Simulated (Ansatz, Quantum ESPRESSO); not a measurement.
**Re [001], hcp: uniaxial strain and lateral response**

The c axis is held at a set length while the cell relaxes sideways. How do the lateral strain and the stress follow? The strained cell has c along the load; unstrained it is a = 2.7506 Å, b = 2.7506 Å, c = 4.4427 Å, α = 90.00°, β = 90.00°, γ = 120.00°, with 2 atoms.

Calculated with Ansatz 0.2.0, PBEsol, PAW files of the set soft_1, cutoff 600 eV, Fermi–Dirac smearing 0.05 eV, k-mesh 18×18×10, no spin polarisation, no spin-orbit coupling.

Relaxed positions at 0 %:

```
atom       x       y       z
  Re  0.3333  0.6667  0.7500
  Re  0.6667  0.3333  0.2500
```

| ε_c (%) | a (Å) | c (Å) | ε_a (%) | σ (GPa, tension positive) |
| --- | --- | --- | --- | --- |
| −3 | 2.7746 | 4.3095 | 0.873 | −17.87 |
| −2 | 2.7658 | 4.3539 | 0.553 | −11.91 |
| 0 | 2.7506 | 4.4427 | 0.000 | −0.01 |
| 1 | 2.7440 | 4.4872 | −0.240 | 5.85 |
| 2 | 2.7380 | 4.5316 | −0.457 | 11.63 |
| 3 | 2.7327 | 4.5760 | −0.652 | 17.31 |

**Question.** Fit both responses and give the free strain and the stress at −1 %, a row left out above.

Least squares with y = y0 + y1 ε + y2 ε² (ε in %) gives ε_a = 0.000 + (−0.2536) ε + (0.0122) ε² and σ = −0.01 + (5.871) ε + (−0.031) ε² GPa. The linear terms put the ratio of free to applied strain at −0.254 and the Young modulus at 587 GPa.

At −1 % the free strain comes out as 0.266 %. The run itself gives 0.263 %, so the estimate misses by 0.003 %; the fitted rows themselves lie up to 0.003 % off the law.

The stress comes out as −5.91 GPa. The run itself gives −5.93 GPa, so the estimate misses by 0.02 GPa; the fitted rows themselves lie up to 0.04 GPa off the law.

The negative ε² term means that the crystal stiffens in compression and softens in tension.

The same fit over all rows at other levels or in other programs gives the strain ratio = −0.254 with PBEsol (Quantum ESPRESSO, GBRV).

[Logs are printed without paths, hosts, clocks, repeated set-up lines and the standing remarks that a program may print on its own settings, such as how far it seeks lower states.]
